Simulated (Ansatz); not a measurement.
# PbC (model cell, started as wurtzite): from the cell to its phonons

How does PbC (model cell, started as wurtzite) vibrate, and is this structure a minimum?

Program: Ansatz 0.2.0. Level of theory: DFT PBEsol, scalar-relativistic, plane waves, PAW. Results are calculated unless marked as measured.

This is a report of a sequence of runs, with most program output left out.

The structure was built from a prototype and need not be the compound's stable phase.

## 1. The starting structure

The structure is hexagonal, space group P6_3mc (No. 186). The conventional cell has a = 3.492 Å, b = 3.492 Å, c = 5.703 Å, α = 90.00°, β = 90.00°, γ = 120.00°. Pb has 4 C at 2.14 Å nearest. Nearest to C lie 4 Pb at 2.14 Å. Farther neighbours are not listed.

As a file:

```cif
data_structure
_symmetry_space_group_name_H-M 'P 1'
_symmetry_Int_Tables_number 1
_cell_length_a 3.4922
_cell_length_b 3.4922
_cell_length_c 5.7027
_cell_angle_alpha 90.000
_cell_angle_beta 90.000
_cell_angle_gamma 120.000
_cell_volume 60.23
loop_
_atom_site_label
_atom_site_type_symbol
_atom_site_fract_x
_atom_site_fract_y
_atom_site_fract_z
_atom_site_occupancy
Pb1 Pb 0.33333 0.66667 0.00000 1
Pb2 Pb 0.66667 0.33333 0.50000 1
C3 C 0.33333 0.66667 0.37500 1
C4 C 0.66667 0.33333 0.87500 1
```

## 2. Coarse relaxation

The start is far from rest, so a relaxation with loose tolerances brings it close first.

input.yaml

```yaml
crystal:
  lattice:
    - [3.49216, 0.0, 0.0]
    - [-1.74608, 3.0243, 0.0]
    - [0.0, 0.0, 5.70269]
  atoms:
    - { symbol: Pb, position: [0.333333, 0.666667, 0.0] }
    - { symbol: Pb, position: [0.666667, 0.333333, 0.5] }
    - { symbol: C, position: [0.333333, 0.666667, 0.375] }
    - { symbol: C, position: [0.666667, 0.333333, 0.875] }
kpoints:
  mp_grid: { grid: [6, 6, 4] }
hamiltonian:
  xc: pbesol
scf:
  occupations: { method: gaussian, width: 0.1 }
output:
  forces: true
  stress: true
  eigenvalues: true
relax:
  adjacent_minimum: "off"
  f_tol: 0.05
  max_steps: 80
  cell: { stress_tol: 0.5 }
```

Command:

```
$ ansatz run input.yaml --threads 4 --pin off --max-ram 7168MiB --backend cpu --events-out ev --progress --plain --runs-dir out
```

Elapsed: 28 s, on 4 threads of Arm Neoverse N1, shared host; peak memory 0.39 GiB; 47 s of CPU time.

The steps of the relaxation:

```csv
step,energy less that of the first step (eV),largest force component (eV/Å),pressure (GPa),volume (Å³)
1,0.0000,0.0217,30.02,60.23
2,-0.8980,0.0282,6.39,68.84
3,-0.9633,0.0106,1.64,71.62
4,-0.9678,0.0207,0.13,72.64
5*,-0.9961,0.0204,0.56,72.64
6,-0.9966,0.0097,0.03,73.03
7*,-0.9970,0.0098,0.03,73.03
```

Relaxation steps marked * repeat the geometry before them on a plane-wave basis chosen anew for their cell, so energy and pressure can jump there.

Forces are held to the 12 operations that the run works with; a distortion that breaks them can't arise in this run.

```csv
"conventional cell, symmetrised",before,after,change
a (Å),3.492,3.720,+6.5 %
b (Å),3.492,3.720,+6.5 %
c (Å),5.703,6.095,+6.9 %
volume (Å³/atom),15.06,18.26,+21.3 %
```

Numbers from this step:

```yaml
pressure: 0.02693 GPa
volume_per_atom: 18.26 Å³
gap_on_the_k_mesh: 0 eV
```

In this step the volume went from 15.06 to 18.26 Å³/atom.

## 3. Relaxation

The cell and atoms are relaxed, since residual forces and stress would shift the frequencies.

input.yaml

```yaml
crystal:
  lattice:
    - [3.7198441687, 0.0, 0.0]
    - [-1.8599220843, 3.2214795482, 0.0]
    - [0.0, 0.0, 6.0945922567]
  atoms:
    - { symbol: Pb, position: [0.3333333333, 0.6666666667, -0.0002590553] }
    - { symbol: Pb, position: [0.6666666667, 0.3333333333, 0.4997409447] }
    - { symbol: C, position: [0.3333333333, 0.6666666667, 0.3752590553] }
    - { symbol: C, position: [0.6666666667, 0.3333333333, 0.8752590553] }
kpoints:
  mp_grid: { grid: [12, 12, 6] }
hamiltonian:
  xc: pbesol
scf:
  occupations: { method: gaussian, width: 0.1 }
output:
  forces: true
  stress: true
  eigenvalues: true
  write_density: true
  write_potential: true
  elf: true
  volumetric_format: npy
relax:
  adjacent_minimum: "off"
  f_tol: 0.005
  max_steps: 80
  cell: { stress_tol: 0.05 }
```

Elapsed: 57 s, on 4 threads; peak memory 0.48 GiB.

Little changed from the start: no atom moved by 0.005 Å and no cell edge by 0.1 %.

Numbers from this step:

```yaml
pressure: -0.01210 GPa
volume_per_atom: 18.27 Å³
```

ELF in the ac plane at fractional y = 0.333, with atoms of Pb and C within 0.2 Å of it. It is the smooth field of the valence electrons, not physical close to the nuclei.

Ten even steps from '_' (0.00) to '@' (0.78), each cell a mean:
```
----====--++%%@@@@%%%%@@@@**
==--------**@@@@##--++@@@@##
==--::--==**@@@@++..::%%@@%%
==::::::--**%%@@##++**@@@@##
--......::==##@@@@@@@@@@%%**
..______..--++##%%@@@@%%**==
..______..::--==++++++====--
::..____..::--====----==----
::......::--====--::::======
--::::::--====--..____::====
--============::______..--==
==++++++======::______..--==
++******++====--::..::--==--
++**##**++==--==========----
==++****++==----========----
--==++====--::::------::::::
::------::::................
..::::::::..______________..
::------::......________....
----====--::::::::--::::::::
--========--==++******++==--
--==========**%%%%%%%%%%**==
```
Columns run along a (3.7 Å), rows up along c (6.1 Å). Atoms in or near the plane, at fractional coordinates: Pb at (0.67, 0.50), C at (0.67, 0.88).

Valence density in the ac plane at fractional y = 0.333, with atoms of Pb and C within 0.2 Å of it. It is the smooth field of the valence electrons, not physical close to the nuclei.

Ten steps, logarithmic in the rise over the least value, from '0' (0.0 e/Å³) to '9' (9.5 e/Å³), each cell a mean:
```
33333334555443
22222345566543
22222245666543
11111234566542
10001134555432
00000123444321
00000123344321
10000134555432
10001245777643
21111357899764
22112357999864
22222357899864
22222346787653
22222234566532
22222222333322
11111111111111
11111000000000
01111000000000
11111100000000
12222111111111
23332222222222
33333223333332
```
Columns run along a (3.7 Å), rows up along c (6.1 Å). Atoms in or near the plane, at fractional coordinates: Pb at (0.67, 0.50), C at (0.67, 0.88).

Electrostatic potential energy in the ac plane at fractional y = 0.333, with atoms of Pb and C within 0.2 Å of it. With pseudopotentials it is smooth inside the atoms' cores, unlike the true potential.

Ten even steps from '_' (-33 eV) to '@' (13 eV), each cell a mean:
```
%%######%%%%%%##==::--**%%@@
%%%%%%%%%%@@%%++______--##@@
@@@@@@@@@@@@%%==______..##@@
@@@@@@@@@@@@%%**..____--%%@@
@@@@@@@@@@@@@@%%++====##@@@@
@@@@@@@@@@@@@@@@%%%%%%@@@@@@
@@@@@@@@@@@@@@%%%%####%%@@@@
@@@@@@@@@@@@%%**--::--++##%%
@@@@@@@@@@%%++::______..==##
%%@@@@@@@@##--__..::::__..**
%%@@@@@@@@##::__::==--....++
%%@@@@@@@@##::__::----__..++
@@@@@@@@@@%%++..________--##
@@@@@@@@@@@@##++::....--**%%
@@@@@@@@@@@@@@%%##****##%%@@
@@@@@@@@@@@@@@@@@@%%@@@@@@@@
@@@@@@@@@@@@@@@@@@@@@@@@@@@@
@@@@@@@@@@@@@@@@@@@@@@@@@@@@
@@@@@@@@@@@@@@@@@@@@@@@@@@@@
@@%%%%%%%%@@@@@@@@@@@@@@@@@@
%%######%%%%@@@@@@@@@@@@@@@@
%%##**####%%@@@@%%%%%%@@@@@@
```
Columns run along a (3.7 Å; values clipped at the 3rd and 97th percentile), rows up along c (6.1 Å). Atoms in or near the plane, at fractional coordinates: Pb at (0.67, 0.50), C at (0.67, 0.88).

In this step the volume went from 18.26 to 18.27 Å³/atom.

## 4. Relaxing to small forces for the phonons

Phonons need a cell at rest on their own settings, so the relaxation is repeated with tight tolerances on forces and stress, using the mesh and the filling of the phonon run that follows.

input.yaml

```yaml
crystal:
  lattice:
    - [3.7205297519, 0.0, 0.0]
    - [-1.8602648759, 3.2220732807, 0.0]
    - [0.0, 0.0, 6.0959176946]
  atoms:
    - { symbol: Pb, position: [0.3333333333, 0.6666666667, -0.0003050049] }
    - { symbol: Pb, position: [0.6666666667, 0.3333333333, 0.4996949951] }
    - { symbol: C, position: [0.3333333333, 0.6666666667, 0.3753050049] }
    - { symbol: C, position: [0.6666666667, 0.3333333333, 0.8753050049] }
kpoints:
  mp_grid: { grid: [12, 12, 6] }
hamiltonian:
  xc: pbesol
scf:
  occupations: { method: methfessel_paxton, width: 0.15 }
output:
  forces: true
  stress: true
  eigenvalues: true
relax:
  adjacent_minimum: "off"
  f_tol: 0.001
  max_steps: 60
  cell: { stress_tol: 0.01 }
```

Elapsed: 48 s, on 4 threads; peak memory 0.48 GiB.

Little changed from the start: no atom moved by 0.005 Å and no cell edge by 0.1 %.

This step gave:

```yaml
pressure: 0.004440 GPa
```

The largest force component left is 0.32 meV/Å and the pressure is 0.004 GPa, within the tolerances set. The cell now holds 18.27 Å³/atom.

## 5. Modes at Γ

The zone centre comes first: it holds the modes that light can see, as far as symmetry allows. No field response is asked, since the mesh shows no gap.

input.yaml, the sections that differ from step 4:

```yaml
crystal:
  lattice:
    - [3.7200962643, 0.0, 0.0]
    - [-1.8600481321, 3.2216978694, 0.0]
    - [0.0, 0.0, 6.096187672]
  atoms:
    - { symbol: Pb, position: [0.3333333333, 0.6666666667, -0.000285773] }
    - { symbol: Pb, position: [0.6666666667, 0.3333333333, 0.499714227] }
    - { symbol: C, position: [0.3333333333, 0.6666666667, 0.375285773] }
    - { symbol: C, position: [0.6666666667, 0.3333333333, 0.875285773] }
output:
  eigenvalues: true
phonons:
  method: dfpt
# kpoints, hamiltonian, scf: as in step 4
# relax: removed
```

Run time: 2.6 min. Hardware: 4 threads; peak memory 1.4 GiB; 7 min of CPU time.

This step gave:

```
sum-rule residual before enforcement                    : 1.82e-5 eV/Å²
point group                                             : 6mm
highest optical mode at the zone centre (no LO-TO term) : 546.3 cm⁻¹
lowest optical zone-centre mode                         : 60.07 cm⁻¹
```

Patterns of degenerate modes are one choice out of their space. The modes at Γ (shares of kinetic energy by element, %):

| mode | frequency (cm⁻¹) | symmetry | Pb % | C % |
| --- | --- | --- | --- | --- |
| 1 | 0.0 | acoustic | 95 | 5 |
| 2 | 0.0 | acoustic | 95 | 5 |
| 3 | 0.0 | acoustic | 95 | 5 |
| 4 | 60.1 | E2 | 96 | 4 |
| 5 | 60.1 | E2 | 96 | 4 |
| 6 | 162.4 | B1 | 100 | 0 |
| 7 | 467.9 | A1 | 5 | 95 |
| 8 | 478.7 | E2 | 4 | 96 |
| 9 | 478.7 | E2 | 4 | 96 |
| 10 | 484.3 | E1 | 5 | 95 |
| 11 | 484.3 | E1 | 5 | 95 |
| 12 | 546.3 | B1 | 0 | 100 |

Displacements in mode 5 (60.1 cm⁻¹), the largest set to 1:
```
Pb1 -1.00  0.00  0.00
Pb2  1.00  0.00  0.00
C3   0.88  0.00  0.00
C4  -0.88  0.00  0.00
```

Displacements in mode 9 (478.7 cm⁻¹), the largest set to 1:
```
Pb1 -0.05  0.00  0.00
Pb2  0.05  0.00  0.00
C3  -1.00  0.00  0.00
C4   1.00  0.00  0.00
```

Before it was imposed, the acoustic sum rule was missed by 1.8e-5 eV/Å². Small misses are needed for a sound result but don't prove that mesh and cutoff are converged. The lowest optical mode is real, 60.1 cm⁻¹.

## 6. The dispersion

The mesh has a single point along some directions, so zone-edge points there are not solved. Linear response on a 2×2×1 q mesh gives force constants as far as a supercell of that size would.

input.yaml, as its differences from that of step 5:

```diff
@@ -20 +20,9 @@
   method: dfpt
+  qmesh: [2, 2, 1]
+  temperatures: { t_max: 1000, t_step: 50 }
+  qpath:
+    path:
+      - [[0.0, 0.0, 0.0], [0.5, 0.0, 0.0], [0.33333333, 0.33333333, 0.0], [0.0, 0.0, 0.0], [0.0, 0.0, 0.5], [0.5, 0.0, 0.5], [0.33333333, 0.33333333, 0.5], [0.0, 0.0, 0.5]]
+      - [[0.5, 0.0, 0.5], [0.5, 0.0, 0.0]]
+      - [[0.33333333, 0.33333333, 0.5], [0.33333333, 0.33333333, 0.0]]
+    npoints: 10
```

Run time: 4.1 min. Hardware: 4 threads; peak memory 1.2 GiB; 13 min of CPU time.

Numbers from this step:

| Quantity | Value |
| --- | --- |
| sum-rule residual before enforcement | 2.29e-5 eV/Å² |
| lowest mode on the q mesh (acoustic modes at Γ apart) | 60.07 cm⁻¹ |
| highest frequency at a solved wavevector (no LO-TO term at Γ) | 552.1 cm⁻¹ |

Frequencies (cm⁻¹) solved at each irreducible wavevector; negative means imaginary. Frequencies by wavevector, by row:

```
q in reciprocal lattice units  star  mode 1  mode 2  mode 3  mode 4  mode 10  mode 11  mode 12
                        0 0 0     1       0       0       0    60.1    484.3    484.3    546.3
                     0 -0.5 0     3    61.1    83.1    85.4   105.7    521.2    546.8    552.1
```

Symmetry leaves 2 wavevectors to solve. The lowest mode among them, the acoustic zeros apart, lies at Γ and is real, 60.1 cm⁻¹.

## 7. Another isotope, element C, natural mass 12.011 amu

An isotope changes the mass and not the force constants, so no new electronic calculation is needed; the shifts show which modes move this element.

The same force constants with the mass of C changed from 12.011 to 13.003 u (phonopy, no LO-TO term). Both lists are sorted by frequency; levels can cross, so a row need not hold one and the same mode. Modes under 3 cm⁻¹ are left out. Isotope shifts, by row:

```
       q  rank  natural mass (cm⁻¹)  changed mass (cm⁻¹)
   0 0 0     4                60.07                59.96
   0 0 0     5                60.07                59.96
   0 0 0     6                162.4                162.4
   0 0 0     7                467.9                450.7
   0 0 0     8                478.7                460.9
   0 0 0     9                478.7                460.9
   0 0 0    10                484.3                466.5
   0 0 0    11                484.3                466.5
   0 0 0    12                546.3                525.1
0 -0.5 0     1                 61.1                60.99
0 -0.5 0     2                83.07                82.96
0 -0.5 0     3                85.38                85.29
0 -0.5 0     4                105.7                105.6
0 -0.5 0     5                146.6                146.5
0 -0.5 0     6                150.3                150.3
0 -0.5 0     7                493.7                474.9
0 -0.5 0     8                  496                477.6
0 -0.5 0     9                504.2                485.2
0 -0.5 0    10                521.2                501.1
0 -0.5 0    11                546.8                525.9
0 -0.5 0    12                552.1                530.9
```

A mode of this element alone would shift by -3.89 %. The highest zone-centre frequency without the field goes from 546.3 to 525.1 cm⁻¹ (-3.9 %). The product of the frequency ratios over all optical modes at Γ is 0.793; the product rule, (m/m′)^(3k/2) (M′/M)^(3/2) with k = 2 such atoms and M the mass of the cell, gives 0.793.

## 8. Isotope substitution, element Pb, natural mass 207.2 amu

The same for Pb, from 207.20 to 203.97 u.

A mode of this element alone would shift by +0.79 %. The highest zone-centre frequency without the field goes from 546.3 to 546.3 cm⁻¹ (+0.0 %). The product of the frequency ratios over all optical modes at Γ is 1.025; the product rule, (m/m′)^(3k/2) (M′/M)^(3/2) with k = 2 such atoms and M the mass of the cell, gives 1.025.

## 9. Results

```
space group after relaxation (within 0.01 Å)            : P6_3mc
volume per atom                                         : 18.3 Å³
electronic character                                    : no gap on this mesh
highest optical mode at the zone centre (no LO-TO term) : 546 cm⁻¹
lowest optical zone-centre mode                         : 60.1 cm⁻¹
lowest mode on the q mesh (acoustic modes at Γ apart)   : 60.1 cm⁻¹
imaginary modes on the 2×2×1 q mesh                     : none
```

**Reading.** The structure is a minimum as far as tested: no mode is imaginary at the 2 irreducible wavevectors of the 2×2×1 mesh, and the softest away from the acoustic zeros lies at 60 cm⁻¹. The optical modes at Γ span 60 to 546 cm⁻¹. The highest mode in this list at Γ, 546.3 cm⁻¹, is mostly motion of C (100 % of the kinetic energy). The q mesh is too sparse to interpolate, so only the solved wavevectors are given. With no gap, or one that is small against the smearing, the frequencies hang on the k mesh and the smearing, most of all near Kohn anomalies. Spin-orbit coupling is left out, which can matter for the heavy elements here. The starting cell was built on a prototype and not taken from a measurement, so the phase need not exist. These are harmonic frequencies at zero temperature: anharmonic shifts, linewidths and thermal expansion are left out.

[Logs are printed without paths, hosts, clocks, repeated set-up lines and the standing remarks that a program may print on its own settings, such as how far it seeks lower states.]

[Hosts, paths, dates, database ids (printed as entryN), source tags and the programs' standing remarks are cut or masked in the printed files.]
